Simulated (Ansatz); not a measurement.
# CdHC2O3: valence-band photoemission, part 2 of 3

Wanted: projected DOS of CdHC2O3, weighted into photoemission and X-ray emission spectra, at several levels of theory. Spin–orbit coupling is left out of the bands throughout.

Ansatz 0.2.0; DFT, PBE, plane-wave PAW, default files, scalar-relativistic (the session's first sound run).

So far, gap on the path (eV): step 2 (the base run) 1.93.

## 3. With PBEsol

This step: DFT, PBEsol, plane-wave PAW, default files, scalar-relativistic (Ansatz 0.2.0).

The run is repeated with PBEsol on the same cell, to see how much the levels hang on the functional.

File input.yaml:

```yaml
crystal:
  lattice:
    - [3.5793, 0.0, 0.0]
    - [0.0, 10.4878, 0.0]
    - [-1.4242045148, 0.0, 8.4644194757]
  atoms:
    - { symbol: Cd, position: [0.21353, 0.87775, 0.42213] }
    - { symbol: Cd, position: [0.78647, 0.37775, 0.07787] }
    - { symbol: Cd, position: [0.78647, 0.12225, 0.57787] }
    - { symbol: Cd, position: [0.21353, 0.62225, 0.92213] }
    - { symbol: O, position: [0.7695, 0.9053, 0.5733] }
    - { symbol: O, position: [0.2305, 0.4053, 0.9267] }
    - { symbol: O, position: [0.2305, 0.0947, 0.4267] }
    - { symbol: O, position: [0.7695, 0.5947, 0.0733] }
[... 16 atom lines left out ...]
    - { symbol: H, position: [0.8072, 0.8607, 0.6746] }
    - { symbol: H, position: [0.1928, 0.3607, 0.8254] }
    - { symbol: H, position: [0.1928, 0.1393, 0.3254] }
    - { symbol: H, position: [0.8072, 0.6393, 0.1746] }
kpoints:
  mp_grid: { grid: [6, 2, 4] }
  band_path:
    path:
      - [0.0, 0.0, 0.0]
      - [0.0, 0.5, 0.0]
      - [0.0, 0.5, 0.5]
      - [0.0, 0.0, 0.5]
      - [0.0, 0.0, 0.0]
      - [-0.5, 0.0, 0.5]
      - [-0.5, 0.5, 0.5]
      - [0.0, 0.5, 0.0]
      - [-0.5, 0.5, 0.0]
      - [-0.5, 0.0, 0.0]
    npoints: 6
scf:
  occupations: { method: fermi_dirac, width: 0.02 }
  n_extra_bands: 40
hamiltonian:
  xc: pbesol
  pseudopotentials: { kind: paw }
output:
  forces: true
  stress: true
  dos:
    projected:
      site_lists:
        Cd1: [0, 1, 2, 3]
        O5: [4, 5, 6, 7]
        O9: [8, 9, 10, 11]
        O13: [12, 13, 14, 15]
        C17: [16, 17, 18, 19]
        C21: [20, 21, 22, 23]
        H25: [24, 25, 26, 27]
    de: 0.05
    e_range: [-28, 12]
    nscf_kmesh: { grid: [10, 4, 4] }
  fatbands: true
```

Launch:

```
> ansatz run input.yaml --threads 4 --pin off --max-ram 8192MiB --backend cpu --events-out ev --progress --plain --runs-dir out
```

It took 1.9 min on 4 threads of Arm Neoverse V2, shared host; peak memory 2 GiB; 7.7 min of CPU time.

This step gave:

```yaml
free_energy: -41495.1485 eV
fermi_energy: 6.697 eV
pressure: 1.139 GPa
gap_on_the_k_mesh: 1.789 eV
share_of_occupied_states_in_no_projected_shell: 0.0089 of the occupied states in the window
gap_on_the_path: 1.790 eV
least_direct_gap_on_the_path: 1.790 eV
```

Electronic bands along the path, in eV, zero at the valence-band maximum; v1 is the highest filled band, c1 the lowest empty one:

| point | v4 | v3 | v2 | v1 | c1 | c2 | c3 | c4 |
| --- | --- | --- | --- | --- | --- | --- | --- | --- |
| Γ | -0.83 | -0.77 | -0.73 | 0.00 | 1.79 | 2.36 | 2.40 | 3.05 |
| halfway | -0.76 | -0.74 | -0.70 | -0.11 | 1.94 | 2.37 | 2.39 | 2.96 |
| Z | -0.75 | -0.75 | -0.40 | -0.40 | 2.32 | 2.32 | 2.44 | 2.44 |
| halfway | -0.77 | -0.77 | -0.40 | -0.40 | 2.33 | 2.33 | 2.56 | 2.56 |
| D | -0.78 | -0.78 | -0.40 | -0.40 | 2.34 | 2.34 | 2.78 | 2.78 |
| halfway | -0.78 | -0.78 | -0.37 | -0.37 | 2.33 | 2.33 | 2.71 | 2.71 |
| B | -0.79 | -0.79 | -0.33 | -0.33 | 2.33 | 2.33 | 2.67 | 2.67 |
| halfway | -0.81 | -0.75 | -0.65 | -0.08 | 2.00 | 2.38 | 2.39 | 3.04 |
| Γ | -0.83 | -0.77 | -0.73 | 0.00 | 1.79 | 2.36 | 2.40 | 3.05 |
| halfway | -0.96 | -0.88 | -0.51 | -0.15 | 2.56 | 2.60 | 2.80 | 2.88 |
| A | -1.06 | -1.06 | -0.35 | -0.35 | 2.22 | 2.22 | 3.21 | 3.21 |
| halfway | -1.04 | -1.04 | -0.39 | -0.39 | 2.21 | 2.21 | 3.23 | 3.23 |
| E | -1.00 | -1.00 | -0.45 | -0.45 | 2.19 | 2.19 | 3.25 | 3.25 |
| halfway | -0.89 | -0.89 | -0.41 | -0.41 | 2.55 | 2.55 | 2.90 | 2.90 |
| Z | -0.75 | -0.75 | -0.40 | -0.40 | 2.32 | 2.32 | 2.44 | 2.44 |
| halfway | -0.89 | -0.89 | -0.42 | -0.42 | 2.57 | 2.57 | 2.86 | 2.86 |
| C2 | -0.93 | -0.93 | -0.32 | -0.32 | 2.21 | 2.21 | 3.21 | 3.21 |
| halfway | -0.94 | -0.90 | -0.50 | -0.14 | 2.18 | 2.21 | 3.22 | 3.23 |
| Y2 | -0.95 | -0.88 | -0.58 | -0.07 | 2.16 | 2.21 | 3.25 | 3.25 |

Of the projections kept (Cd s, Cd d, O s, O p, C s, C p, H s, not projected), the largest for each band there; the rest of the weight can lie on other orbitals:

| point | v4 | v3 | v2 | v1 | c1 | c2 | c3 | c4 |
| --- | --- | --- | --- | --- | --- | --- | --- | --- |
| Γ | O p 0.58 | O p 0.70 | O p 0.69 | O p 0.75 | Cd s 0.51 | C p 0.61 | C p 0.65 | C p 0.67 |
| Z | O p 0.69 | O p 0.69 | O p 0.69 | O p 0.69 | C p 0.46 | C p 0.46 | Cd s 0.33 | Cd s 0.33 |
| D | O p 0.68 | O p 0.68 | O p 0.71 | O p 0.71 | C p 0.64 | C p 0.64 | Cd s 0.58 | Cd s 0.58 |
| B | O p 0.68 | O p 0.68 | O p 0.69 | O p 0.69 | C p 0.60 | C p 0.60 | Cd s 0.46 | Cd s 0.46 |
| Γ | O p 0.58 | O p 0.70 | O p 0.69 | O p 0.75 | Cd s 0.51 | C p 0.61 | C p 0.65 | C p 0.67 |
| A | O p 0.71 | O p 0.71 | O p 0.72 | O p 0.72 | C p 0.62 | C p 0.62 | C p 0.63 | C p 0.63 |

The DOS has structure finer than the step of the table below, so its rows give means over 2 eV, whole bins alone (the curve runs from -23.3 to 11.5 eV). Peaks (eV: height): total -21.2: 58.5, -18.6: 40, -16.8: 40, -6.9: 53.9; O 2p -8.4: 12.7, -3.0: 12.5, -2.4: 14.4, -1.9: 18.0; Cd 4d -8.4: 9.47, -7.4: 19.2, -6.9: 45.2; C 2p -21.2: 11.1, -16.8: 23.5, -10.1: 7.20, -7.5: 7.17; O 2s -21.2: 34.8, -20.8: 16.1, -18.8: 18.4, -18.6: 31.6.

* holds the states left over by the projection beside any projected weight of its own. Table of DOS by E, zero at the valence-band maximum; means over each step; 7 of 9 lines; values in states/eV/cell:

| E (eV) | total | O 2p | Cd 4d | C 2p | O 2s | C 2s | Cd 5s |
| --- | --- | --- | --- | --- | --- | --- | --- |
| -22 | 6.09 | 0.359 | 0.0105 | 0.803 | 3.50 | 1.30 | 0.0393 |
| -20 | 1.91 | 0.0883 | 0.00422 | 0.421 | 1.21 | 0.167 | 0.00825 |
| -18 | 4.00 | 0.0581 | 0.0568 | 0.00352 | 3.12 | 0.00646 | 0.103 |
| -16 | 2.00 | 0.00637 | 0.00208 | 1.18 | 0.238 | 0.550 | 8.7e-4 |
| -14 | 0 | 0 | 0 | 0 | 0 | 0 | 0 |
| -12 | 0 | 0 | 0 | 0 | 0 | 0 | 0 |
| -10 | 4.00 | 0.944 | 0.146 | 1.22 | 0.590 | 0.997 | 0.0467 |
| -8 | 17.1 | 5.03 | 8.08 | 2.75 | 0.463 | 0.182 | 0.226 |
| -6 | 17.9 | 4.82 | 9.84 | 2.01 | 0.577 | 0.0853 | 0.274 |
| -4 | 11.1 | 7.77 | 1.00 | 1.48 | 0.277 | 0.0681 | 0.300 |
| -2 | 10.2 | 8.20 | 0.731 | 0.511 | 0.0969 | 0.344 | 0.0854 |
| 0 | 3.68 | 2.59 | 0.0875 | 0.825 | 0.0158 | 0.00509 | 0.0408 |
| 2 | 3.33 | 0.856 | 0.00797 | 1.85 | 0.111 | 0.0125 | 0.343 |
| 4 | 3.89 | 0.796 | 0.00651 | 0.912 | 0.279 | 0.0650 | 1.42 |
| 6 | 4.56 | 0.394 | 0.00323 | 0.436 | 0.184 | 0.153 | 0.723 |
| 8 | 8.18 | 0.692 | 0.00487 | 1.78 | 0.182 | 0.226 | 0.157 |
| 10 | 12.0 | 0.740 | 0.00423 | 1.54 | 0.162 | 1.32 | 0.0890 |

The two runs compared:

| quantity | this run | base run | difference |
| --- | --- | --- | --- |
| gap on the path (eV) | 1.7895 | 1.9276 | -0.138 |
| least direct gap on the path (eV) | 1.7895 | 1.9276 | -0.138 |
| gap on the k-mesh (eV) | 1.7895 | 1.9276 | -0.138 |

One result that differs is the gap on the k-mesh, 1.79 eV against 1.93 eV.

At this level the gap is 1.79 eV on the path.

## 4. With LDA

This step: DFT, LDA, plane-wave PAW, default files, scalar-relativistic (Ansatz 0.2.0).

The run is repeated with LDA on the same cell, to see how much the levels hang on the functional.

input.yaml: that of step 3 with these lines changed.

```diff
@@ -53,3 +53,3 @@
 hamiltonian:
-  xc: pbesol
+  xc: lda
   pseudopotentials: { kind: paw }
```

The job ended after 1.9 min (4 threads; peak memory 2 GiB).

Numbers from this step:

| Property | Result |
| --- | --- |
| free energy | -41132.7519 eV |
| Fermi energy | 6.383 eV |
| pressure | -3.130 GPa |
| gap on the k-mesh | 1.696 eV |
| share of occupied states in no projected shell | 0.009 of the occupied states in the window |
| gap on the path | 1.696 eV |
| least direct gap on the path | 1.696 eV |

Electronic bands along the path, in eV, zero at the valence-band maximum; v1 is the highest filled band, c1 the lowest empty one:

| point | v4 | v3 | v2 | v1 | c1 | c2 | c3 | c4 |
| --- | --- | --- | --- | --- | --- | --- | --- | --- |
| Γ | -0.85 | -0.77 | -0.73 | 0.00 | 1.70 | 2.30 | 2.35 | 3.01 |
| halfway | -0.76 | -0.75 | -0.71 | -0.11 | 1.85 | 2.30 | 2.33 | 2.89 |
| Z | -0.75 | -0.75 | -0.41 | -0.41 | 2.25 | 2.25 | 2.36 | 2.36 |
| halfway | -0.77 | -0.77 | -0.41 | -0.41 | 2.28 | 2.28 | 2.48 | 2.48 |
| D | -0.78 | -0.78 | -0.42 | -0.42 | 2.28 | 2.28 | 2.70 | 2.70 |
| halfway | -0.79 | -0.79 | -0.38 | -0.38 | 2.28 | 2.28 | 2.63 | 2.63 |
| B | -0.79 | -0.79 | -0.34 | -0.34 | 2.27 | 2.27 | 2.58 | 2.58 |
| halfway | -0.81 | -0.75 | -0.66 | -0.08 | 1.91 | 2.32 | 2.33 | 3.00 |
| Γ | -0.85 | -0.77 | -0.73 | 0.00 | 1.70 | 2.30 | 2.35 | 3.01 |
| halfway | -0.97 | -0.88 | -0.52 | -0.16 | 2.51 | 2.55 | 2.74 | 2.83 |
| A | -1.07 | -1.07 | -0.36 | -0.36 | 2.17 | 2.17 | 3.16 | 3.16 |
| halfway | -1.05 | -1.05 | -0.40 | -0.40 | 2.15 | 2.15 | 3.18 | 3.18 |
| E | -1.01 | -1.01 | -0.46 | -0.46 | 2.13 | 2.13 | 3.20 | 3.20 |
| halfway | -0.90 | -0.90 | -0.42 | -0.42 | 2.50 | 2.50 | 2.85 | 2.85 |
| Z | -0.75 | -0.75 | -0.41 | -0.41 | 2.25 | 2.25 | 2.36 | 2.36 |
| halfway | -0.89 | -0.89 | -0.43 | -0.43 | 2.52 | 2.52 | 2.81 | 2.81 |
| C2 | -0.93 | -0.93 | -0.33 | -0.33 | 2.16 | 2.16 | 3.15 | 3.15 |
| halfway | -0.94 | -0.91 | -0.52 | -0.14 | 2.13 | 2.16 | 3.17 | 3.18 |
| Y2 | -0.95 | -0.89 | -0.59 | -0.07 | 2.10 | 2.15 | 3.20 | 3.20 |

Of the projections kept (Cd s, Cd d, O s, O p, C s, C p, H s, not projected), the largest for each band there; the rest of the weight can lie on other orbitals:

| point | v4 | v3 | v2 | v1 | c1 | c2 | c3 | c4 |
| --- | --- | --- | --- | --- | --- | --- | --- | --- |
| Γ | O p 0.57 | O p 0.70 | O p 0.69 | O p 0.75 | Cd s 0.50 | C p 0.62 | C p 0.65 | C p 0.67 |
| Z | O p 0.69 | O p 0.69 | O p 0.69 | O p 0.69 | C p 0.37 | C p 0.37 | C p 0.32 | C p 0.32 |
| D | O p 0.68 | O p 0.68 | O p 0.70 | O p 0.70 | C p 0.64 | C p 0.64 | Cd s 0.57 | Cd s 0.57 |
| B | O p 0.68 | O p 0.68 | O p 0.69 | O p 0.69 | C p 0.58 | C p 0.58 | Cd s 0.44 | Cd s 0.44 |
| Γ | O p 0.57 | O p 0.70 | O p 0.69 | O p 0.75 | Cd s 0.50 | C p 0.62 | C p 0.65 | C p 0.67 |
| A | O p 0.71 | O p 0.71 | O p 0.72 | O p 0.72 | C p 0.62 | C p 0.62 | C p 0.63 | C p 0.63 |

The DOS has structure finer than the step of the table below, so its rows give means over 1 eV, whole bins alone (the curve runs from -23.2 to 11.3 eV). Peaks (eV: height): total -21.0: 40, -20.7: 40.0, -16.7: 39.5, -6.9: 58.3; O 2p -3.1: 12.1, -2.5: 14.1, -1.9: 16.8, -1.0: 12.2; Cd 4d -8.4: 8.24, -7.4: 18.3, -6.9: 49.1; C 2p -20.7: 8.92, -16.7: 23.5, -10.1: 9.31, -9.9: 10.8; O 2s -21.6: 11.6, -21.0: 23.6, -20.7: 25.0, -18.4: 27.5.

* holds the states left over by the projection beside any projected weight of its own. The DOS by E, zero at the valence-band maximum; means over each step; 7 of 9 lines; values in states/eV/cell:

| E (eV) | total | O 2p | Cd 4d | C 2p | O 2s | C 2s | Cd 5s |
| --- | --- | --- | --- | --- | --- | --- | --- |
| -22 | 3.16 | 0.228 | 0.00461 | 0.0426 | 1.66 | 1.15 | 0.0293 |
| -21 | 12.8 | 0.701 | 0.0253 | 2.44 | 7.67 | 1.80 | 0.0681 |
| -20 | 0 | 0 | 0 | 0 | 0 | 0 | 0 |
| -19 | 3.06 | 0.0358 | 0.0249 | 0.00302 | 2.33 | 0.00783 | 0.160 |
| -18 | 4.94 | 0.0845 | 0.0929 | 0.00445 | 3.87 | 0.00571 | 0.0524 |
| -17 | 4.00 | 0.0108 | 0.00414 | 2.38 | 0.463 | 1.09 | 0.00169 |
| -16 | 0 | 0 | 0 | 0 | 0 | 0 | 0 |
| -15 | 0 | 0 | 0 | 0 | 0 | 0 | 0 |
| -14 | 0 | 0 | 0 | 0 | 0 | 0 | 0 |
| -13 | 0 | 0 | 0 | 0 | 0 | 0 | 0 |
| -12 | 0 | 0 | 0 | 0 | 0 | 0 | 0 |
| -11 | 0 | 0 | 0 | 0 | 0 | 0 | 0 |
| -10 | 8.00 | 1.90 | 0.315 | 2.46 | 1.18 | 1.93 | 0.100 |
| -9 | 0.777 | 0.358 | 0.230 | 0.0570 | 0.0470 | 0.0176 | 0.0362 |
| -8 | 18.6 | 6.62 | 6.77 | 3.43 | 0.695 | 0.213 | 0.319 |
| -7 | 31.3 | 4.96 | 22.2 | 3.20 | 0.351 | 0.200 | 0.222 |
| -6 | 14.0 | 4.98 | 5.45 | 2.07 | 0.697 | 0.0820 | 0.341 |
| -5 | 12.7 | 7.26 | 2.04 | 2.32 | 0.545 | 0.0378 | 0.204 |
| -4 | 9.00 | 6.33 | 0.840 | 1.08 | 0.248 | 0.0405 | 0.288 |
| -3 | 12.4 | 10.0 | 0.565 | 0.677 | 0.183 | 0.437 | 0.318 |
| -2 | 12.6 | 10.1 | 1.14 | 0.510 | 0.117 | 0.326 | 0.0749 |
| -1 | 5.40 | 3.83 | 0.171 | 1.14 | 0.0248 | 0.0180 | 0.0521 |
| 0 | 3.19 | 2.28 | 0.0826 | 0.655 | 0.0136 | 0.00249 | 0.0378 |
| 1 | 0 | 0 | 0 | 0 | 0 | 0 | 0 |
| 2 | 3.67 | 0.939 | 0.00884 | 2.05 | 0.116 | 0.0144 | 0.365 |
| 3 | 6.17 | 1.62 | 0.0141 | 3.17 | 0.262 | 0.0264 | 0.776 |
| 4 | 2.81 | 0.464 | 0.00505 | 0.176 | 0.294 | 0.0736 | 1.39 |
| 5 | 4.92 | 0.768 | 0.00614 | 0.302 | 0.258 | 0.122 | 2.18 |
| 6 | 3.85 | 0.213 | 0.00218 | 0.342 | 0.155 | 0.133 | 0.167 |
| 7 | 7.22 | 0.539 | 0.00438 | 1.67 | 0.204 | 0.183 | 0.147 |
| 8 | 8.11 | 0.723 | 0.00512 | 1.97 | 0.164 | 0.173 | 0.169 |
| 9 | 9.79 | 0.611 | 0.00459 | 0.721 | 0.189 | 0.488 | 0.119 |
| 10 | 11.6 | 0.659 | 0.00426 | 1.46 | 0.140 | 1.19 | 0.0724 |

The two runs compared:

| quantity | this run | base run | difference |
| --- | --- | --- | --- |
| gap on the path (eV) | 1.6958 | 1.9276 | -0.232 |
| least direct gap on the path (eV) | 1.6958 | 1.9276 | -0.232 |
| gap on the k-mesh (eV) | 1.6958 | 1.9276 | -0.232 |

The two runs differ clearly in the gap on the k-mesh: 1.70 eV against 1.93 eV.

At this level the gap is 1.70 eV on the path.

## 5. Norm-conserving files

This step: DFT, PBE, plane waves, norm-conserving files, scalar-relativistic (Ansatz 0.2.0).

Norm-conserving files need a higher cutoff and test the potentials from another side.

input.yaml: that of step 4 with these lines changed.

```diff
@@ -53,4 +53,4 @@
 hamiltonian:
-  xc: lda
-  pseudopotentials: { kind: paw }
+  xc: pbe
+  pseudopotentials: { kind: nc }
 output:
```

Run time: 11 min. Hardware: 4 threads; peak memory 6.5 GiB.

Numbers from this step:

```yaml
free_energy: -26008.2458 eV
fermi_energy: 6.888 eV
pressure: 4.593 GPa
gap_on_the_k_mesh: 1.944 eV
share_of_occupied_states_in_no_projected_shell: 0.0087 of the occupied states in the window
gap_on_the_path: 1.944 eV
least_direct_gap_on_the_path: 1.944 eV
```

The electronic bands at the labelled points (eV, zero at the valence-band maximum; v1 is the highest filled band, c1 the lowest empty one):

| point | v4 | v3 | v2 | v1 | c1 | c2 | c3 | c4 |
| --- | --- | --- | --- | --- | --- | --- | --- | --- |
| Γ | -0.81 | -0.74 | -0.70 | 0.00 | 1.94 | 2.41 | 2.45 | 3.08 |
| halfway | -0.74 | -0.72 | -0.68 | -0.11 | 2.09 | 2.42 | 2.44 | 3.04 |
| Z | -0.72 | -0.72 | -0.39 | -0.39 | 2.39 | 2.39 | 2.57 | 2.57 |
| halfway | -0.74 | -0.74 | -0.39 | -0.39 | 2.39 | 2.39 | 2.70 | 2.70 |
| D | -0.75 | -0.75 | -0.39 | -0.39 | 2.39 | 2.39 | 2.92 | 2.92 |
| halfway | -0.76 | -0.76 | -0.36 | -0.36 | 2.39 | 2.39 | 2.85 | 2.85 |
| B | -0.76 | -0.76 | -0.32 | -0.32 | 2.39 | 2.39 | 2.80 | 2.80 |
| halfway | -0.78 | -0.72 | -0.63 | -0.08 | 2.15 | 2.44 | 2.44 | 3.07 |
| Γ | -0.81 | -0.74 | -0.70 | 0.00 | 1.94 | 2.41 | 2.45 | 3.08 |
| halfway | -0.93 | -0.84 | -0.50 | -0.15 | 2.61 | 2.65 | 2.85 | 2.92 |
| A | -1.03 | -1.03 | -0.34 | -0.34 | 2.27 | 2.27 | 3.25 | 3.25 |
| halfway | -1.01 | -1.01 | -0.38 | -0.38 | 2.26 | 2.26 | 3.27 | 3.27 |
| E | -0.97 | -0.97 | -0.43 | -0.43 | 2.24 | 2.24 | 3.28 | 3.28 |
| halfway | -0.86 | -0.86 | -0.40 | -0.40 | 2.60 | 2.60 | 2.93 | 2.93 |
| Z | -0.72 | -0.72 | -0.39 | -0.39 | 2.39 | 2.39 | 2.57 | 2.57 |
| halfway | -0.85 | -0.85 | -0.41 | -0.41 | 2.62 | 2.62 | 2.90 | 2.90 |
| C2 | -0.89 | -0.89 | -0.31 | -0.31 | 2.27 | 2.27 | 3.24 | 3.24 |
| halfway | -0.91 | -0.87 | -0.49 | -0.13 | 2.24 | 2.27 | 3.26 | 3.27 |
| Y2 | -0.92 | -0.84 | -0.56 | -0.07 | 2.21 | 2.26 | 3.28 | 3.28 |

Of the projections kept (Cd s, Cd d, O s, O p, C s, C p, H s, not projected), the largest for each band there; the rest of the weight can lie on other orbitals:

| point | v4 | v3 | v2 | v1 | c1 | c2 | c3 | c4 |
| --- | --- | --- | --- | --- | --- | --- | --- | --- |
| Γ | O p 0.59 | O p 0.70 | O p 0.69 | O p 0.75 | Cd s 0.50 | C p 0.60 | C p 0.65 | C p 0.67 |
| Z | O p 0.69 | O p 0.69 | O p 0.70 | O p 0.70 | C p 0.59 | C p 0.59 | Cd s 0.45 | Cd s 0.45 |
| D | O p 0.68 | O p 0.68 | O p 0.71 | O p 0.71 | C p 0.65 | C p 0.65 | Cd s 0.59 | Cd s 0.59 |
| B | O p 0.68 | O p 0.68 | O p 0.70 | O p 0.70 | C p 0.62 | C p 0.62 | Cd s 0.49 | Cd s 0.49 |
| Γ | O p 0.59 | O p 0.70 | O p 0.69 | O p 0.75 | Cd s 0.50 | C p 0.60 | C p 0.65 | C p 0.67 |
| A | O p 0.71 | O p 0.71 | O p 0.72 | O p 0.72 | C p 0.63 | C p 0.63 | C p 0.63 | C p 0.63 |

[end of part 2 of 3]

[Logs are printed without paths, hosts, clocks, repeated set-up lines and the standing remarks that a program may print on its own settings, such as how far it seeks lower states.]

[Hosts, paths, dates, database ids (printed as entryN), source tags and the programs' standing remarks are cut or masked in the printed files.]

[Maps of the electrostatic potential energy from Ansatz leave out the sawtooth potential of an applied field or a dipole correction, so their vacuum need not be flat; work functions include it.]

[Peak lists hold at most the 14 tallest peaks of each spectrum; further lines can be left out.]
